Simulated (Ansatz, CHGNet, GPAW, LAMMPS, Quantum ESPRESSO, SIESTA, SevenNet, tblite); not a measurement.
# tblite on amorphous polyacrylonitrile (as short chains C14N4H18) at 540 K (108 atoms): settings against a plane-wave reference

Wanted: tblite inputs and outputs for amorphous polyacrylonitrile (as short chains C14N4H18) at 540 K (108 atoms), checked against a plane-wave reference.

Method: the method is named at each step, in tblite 0.8.0.

## Step 1: Starting point

The cell holds 108 atoms: 42 C, 12 N and 54 H. Cell: a = 10.877 Å, b = 10.877 Å, c = 10.877 Å, α = 90.0°, β = 90.0°, γ = 90.0°. 3 polyacrylonitrile chains of 4 units with methyl end groups placed at random, at 0.938 g/cm³; overlaps pushed apart, then 20 ps at 800 K with MMFF94 bonds, angles, torsions, charges and radii (Halgren, J. Comput. Chem. 17, 490 (1996)) in harmonic and 12-6 forms. Snapshot after 30 ps at 540 K and fixed volume.

The yardstick, on the same geometry:

```
method                                           : Kohn-Sham DFT, PBE, SSSP efficiency 1.3.0 pseudopotentials, plane waves (Quantum ESPRESSO 7.5); sssp-pbe-1.3.0-efficiency, cutoffs 60/480 Ry, Γ point
r.m.s. force component                           : 1.089 eV/Å
longest force                                    : 4.772 eV/Å
pressure                                         : 1.539 GPa
gap (highest filled to lowest empty level) : 5.451 eV
time                                             : 89 s on 4 MPI ranks of Arm Neoverse V1, shared host
CPU time                                         : 5.9 min
```

## Step 2: GFN2-xTB

Method: GFN2-xTB tight binding, diagonalisation.

Input file run.py:

```python
import numpy as np
from ase.io import read
from tblite.ase import TBLite

atoms = read("structure.xyz")
atoms.calc = TBLite(method="GFN2-xTB", electronic_temperature=580, accuracy=1.0, max_iterations=250, mixer_damping=0.4, verbosity=1)
energy = atoms.get_potential_energy()
forces = atoms.get_forces()
print(f"energy {energy:.6f} eV")
print("forces (eV/A)")
for i, (a, f) in enumerate(zip(atoms, forces)):
    print(f"{i:4d} {a.symbol:2s} {f[0]:10.5f} {f[1]:10.5f} {f[2]:10.5f}")
stress = -atoms.get_stress(voigt=False) * 160.21766
print("stress (GPa, compression positive)")
for row in stress:
    print(" ".join(f"{x:10.4f}" for x in row))
print("charges (e)")
print(np.array2string(atoms.get_charges(), precision=4, suppress_small=True, max_line_width=110, threshold=100000))
```

Input file structure.xyz:

```xyz
108
Lattice="10.87734 0.00000 0.00000 0.00000 10.87734 0.00000 0.00000 0.00000 10.87734" Properties=species:S:1:pos:R:3 pbc="T T T"
C 5.18719 3.07818 8.16421
C 5.16500 2.66952 9.55030
C 3.82469 2.20277 9.92285
C 2.83039 3.28583 10.13181
N 1.97000 4.06334 10.21665
C 4.10870 1.49281 0.38038
C 2.83681 0.82657 0.87008
C 2.68355 10.37220 0.38201
N 2.66451 9.37213 10.69841
C 2.78884 0.89444 2.37909
C 2.31948 2.15230 3.20436
C 0.94328 2.40117 2.98866
N 10.63902 2.38790 2.81332
C 3.19946 3.45366 3.02858
C 2.77394 4.71293 3.94064
C 2.46905 4.28904 5.22743
N 1.99262 4.12219 6.29809
C 3.88332 5.78751 3.87103
H 4.48843 3.93151 8.00061
H 6.15940 3.30856 7.79198
H 4.73839 2.27956 7.53854
H 5.46847 3.47216 10.28170
H 5.89856 1.87395 9.68323
H 3.49902 1.46170 9.19244
H 4.48940 2.16165 1.12874
H 4.90253 0.70170 0.30924
H 1.94280 1.34574 0.66276
H 2.11564 0.07005 2.67583
H 3.74159 0.77294 2.90120
H 2.38083 1.80847 4.28578
H 3.11070 3.80152 2.00197
H 4.19474 3.23644 3.20294
H 1.79443 5.13149 3.53796
H 3.59474 6.75929 4.29981
H 4.22389 5.96785 2.82626
H 4.64158 5.61499 4.60949
C 0.82940 8.40851 5.17435
C 1.42439 7.39452 6.20715
C 1.22794 7.90978 7.65547
C 10.63086 7.91033 7.95308
N 9.44327 7.92305 7.97744
C 2.03036 7.20569 8.81956
C 3.49913 6.99043 8.54382
C 4.33897 6.52771 9.71999
N 4.95811 6.23946 10.64478
C 4.31526 8.09948 7.88248
C 5.78914 7.84039 7.61958
C 6.31506 6.63746 6.94420
N 6.62278 5.68830 6.37499
C 6.38500 9.02493 6.92593
C 5.85147 9.13729 5.46945
C 5.45466 10.49990 5.16652
N 5.00847 0.73792 5.03338
C 6.92832 8.76724 4.48353
H 0.56562 7.92523 4.19887
H 10.76900 8.84676 5.50480
[... 48 atom lines left out ...]
H 9.95995 3.24569 4.95615
H 7.61044 3.52328 5.08907
H 7.34231 2.06920 6.15842
H 8.02378 1.85665 4.47635
```

Launch:

```
> OMP_NUM_THREADS=1 python run.py > output.txt
```

The log of the run:

```text
------------------------------------------------------------
  cycle        total energy    energy error   density error
------------------------------------------------------------
      1     -150.6354187806  -1.5322164E+02   2.1382853E-01
      2     -150.8320490050  -1.9663022E-01   1.4382797E-01
      3     -151.6445083455  -8.1245934E-01   9.4971487E-02
      4     -151.9484415693  -3.0393322E-01   2.1772889E-02
      5     -151.9887905674  -4.0348998E-02   8.3642307E-03
      6     -151.9903003583  -1.5097910E-03   5.0645163E-03
      7     -151.9915324464  -1.2320880E-03   2.6669194E-03
      8     -151.9920541097  -5.2166331E-04   7.3824322E-04
      9     -151.9920765523  -2.2442603E-05   3.0197157E-04
     10     -151.9920833206  -6.7682655E-06   1.1152703E-04
     11     -151.9920840695  -7.4895513E-07   4.3242482E-05
     12     -151.9920840894  -1.9920662E-08   2.1620046E-05
     13     -151.9920841152  -2.5799920E-08   9.1750223E-06
------------------------------------------------------------
 total:                                   6.347 sec
energy -4135.915274 eV
forces (eV/A)
   0 C    -1.48032    0.97183   -2.60982
   1 C     1.88791    1.12012    1.50930
   2 C    -0.80028   -0.25100    1.76894
   3 C    -1.08898    0.26012   -0.58516
   4 N     1.97216   -1.42703    0.02289
   5 C    -0.38101   -1.24420   -0.31281
   6 C     0.34127    0.41472    1.58562
   7 C     0.37151   -0.39118   -0.72912
   8 N    -0.07250    0.18676    0.39176
   9 C    -0.04566   -0.47733    2.48235
  10 C     0.68976    0.54427    0.39513
  11 C    -5.95230   -0.30681   -1.03836
  12 N     5.23078    0.42598    0.72813
  13 C    -2.57903    0.72861   -0.01171
  14 C     0.15828   -0.37915   -2.68153
  15 C    -2.38777   -0.42934    5.26758
  16 N     1.92407    0.29192   -3.50206
  17 C    -0.40895    0.78900    0.11379
  18 H     0.66587   -0.24635    0.02082
  19 H     0.49766    0.35225   -0.31634
  20 H     0.48953    0.22735    0.10791
  21 H    -0.08416   -0.33492   -0.80521
  22 H     0.01889   -0.22255    0.15346
  23 H    -0.60920    0.16695   -0.02571
[...]
100 H     0.36986   -0.12142    0.01136
 101 H     0.48933   -0.42059   -0.16673
 102 H    -0.43925   -0.66099   -0.22968
 103 H    -0.16946   -0.62682    0.56296
 104 H    -0.67247   -0.16047    1.25010
 105 H    -0.75474   -0.38149   -0.06812
 106 H     0.18945    0.26938   -0.39189
 107 H    -0.33526    0.80114    0.97961
stress (GPa, compression positive)
   -2.2665     0.4140    -0.8317
    0.4140    -2.2864    -0.1735
   -0.8317    -0.1735    -1.3531
charges (e)
[-0.0916 -0.0343 -0.0049  0.1243 -0.2447 -0.0489 -0.0159  0.1235 -0.2541 -0.0506 -0.0062  0.1091 -0.2693
 -0.054  -0.0038  0.1172 -0.2861 -0.0913  0.0245  0.0453  0.036   0.0278  0.0364  0.0712  0.0591  0.0456
  0.1005  0.0421  0.0599  0.0787  0.0519  0.0667  0.0973  0.028   0.0611  0.0502 -0.0974 -0.0427 -0.008
  0.1149 -0.2693 -0.0494 -0.0008  0.1252 -0.25   -0.048  -0.0109  0.123  -0.2496 -0.0531  0.0007  0.1033
 -0.2567 -0.1027  0.0397  0.0485  0.0216  0.0352  0.0404  0.078   0.0804  0.0533  0.0665  0.03    0.0578
  0.0791  0.0788  0.0509  0.0567  0.0501  0.0529  0.0538 -0.1012 -0.0518 -0.01    0.1287 -0.2586 -0.0496
 -0.009   0.1095 -0.2476 -0.0453  0.0024  0.1165 -0.2391 -0.0541 -0.0024  0.1252 -0.2727 -0.093   0.0221
  0.0463  0.0399  0.0426  0.0514  0.0722  0.0612  0.0481  0.0887  0.0461  0.0462  0.0564  0.0457  0.063
  0.0671  0.0634  0.0442  0.0448]
```

It took 7 s on 1 thread of Arm Neoverse V1, shared host; peak memory 0.17 GiB.

Banners, paths, timers and routine set-up lines are dropped from the logs unmarked, and long logs keep their key lines alone; longer cuts are marked.

Numbers from this run, and their distance from the reference:

```
r.m.s. force component                  : 1.264 eV/Å
r.m.s. difference of force components   : 576.1 meV/Å
longest difference of force vectors     : 2508 meV/Å
force difference over r.m.s. force      : 52.88 %
slope of forces against the reference's : 1.033
correlation of force components         : 0.8905
pressure                                : -1.969 GPa
pressure difference                     : -3.508 GPa
```

Length of the force difference by element (eV/Å):

| element | atoms | mean | most |
| --- | --- | --- | --- |
| C | 42 | 0.80 | 1.7 |
| H | 54 | 0.22 | 0.50 |
| N | 12 | 2.3 | 2.5 |

Local excerpt of 9 atoms (numbers count through the whole input) about N81, one of the 12 N atoms; x, y, z are measured from there.

| atom | x | y | z | distance (Å) | bonds | Mulliken charge (e) | Fx | Fy | Fz (eV/Å) |
| --- | --- | --- | --- | --- | --- | --- | --- | --- | --- |
| N81 | 0.00 | 0.00 | 0.00 | 0.00 | 1 | -0.25 | 2.22 | 4.29 | -1.38 |
| C80 | 0.56 | 1.00 | -0.32 | 1.19 | 2 | 0.11 | -1.40 | -3.35 | 0.55 |
| C79 | 1.26 | 2.27 | -0.66 | 2.68 | 4 | -0.01 | -1.88 | -2.18 | -1.25 |
| H23 | -1.85 | 0.07 | -2.01 | 2.74 | 1 | 0.04 | 0.02 | -0.22 | 0.15 |
| H26 | -2.85 | -1.10 | -0.51 | 3.09 | 1 | 0.05 | -0.59 | 0.59 | -0.39 |
| H99 | 2.23 | 2.21 | -0.30 | 3.15 | 1 | 0.09 | 2.15 | -0.61 | 1.07 |
| H22 | -2.28 | 1.67 | -1.41 | 3.16 | 1 | 0.03 | -0.08 | -0.33 | -0.81 |
| H93 | 0.79 | -2.96 | 0.87 | 3.18 | 1 | 0.04 | 0.99 | -1.00 | -0.20 |
| H102 | 0.51 | 0.95 | -3.02 | 3.20 | 1 | 0.06 | 0.49 | -0.42 | -0.17 |

Atoms are counted from 1 here, from 0 in the log.

Forces lie 53 % from the reference's, at 0.020 times its CPU time (on 1 against 4 cores).

The difference per atom is largest on N (2.3 eV/Å on average, against 0.80 on C).

## Step 3: Outcome

| Quantity | Value |
| --- | --- |
| force difference from the reference | tblite GFN2-xTB, 53 % |
| its CPU time | 7 s |

**Reading.** Tight binding differs by 53 % (tblite GFN2-xTB); it is another model, with fitted parameters of its own, and the xTB methods hold dispersion. One electronic-structure run takes under half the reference's CPU time: tblite GFN2-xTB, at 53 % in 7 s against 5.9 min; its pressure misses by -3.5 GPa. Periodic xTB results under one method name differ between programs and library versions. The reference's pressure holds the uncorrected Pulay stress of its 60 Ry basis, so small pressure differences, and their order, may be the reference's own error. The network of contacts between molecules at the start is that of the classical potential that made the cell, and needn't be the one that DFT or experiment would give. The reference's PBE has no dispersion term, which matters for the binding between molecules or layers. The density was typed from a rule of thumb and may lie off the real one at this temperature. The electronic-structure runs sample only Γ, in a cell whose shortest periodic width is 11 Å.

[Also dropped from logs without a mark: logging warnings of Python, and SIESTA's first energy breakdown and zero terms.]

[Logs are printed without paths, hosts, clocks, repeated set-up lines and the standing remarks that a program may print on its own settings, such as how far it seeks lower states.]

[Hosts, paths, dates, database ids (printed as entryN), source tags and the programs' standing remarks are cut or masked in the printed files.]

[The MMFF94 radii named for the starting cell were scaled by 0.96; in molecules described by MMFF94, hydrogen bound to N, O or S took a small fixed 12-6 site in their place.]
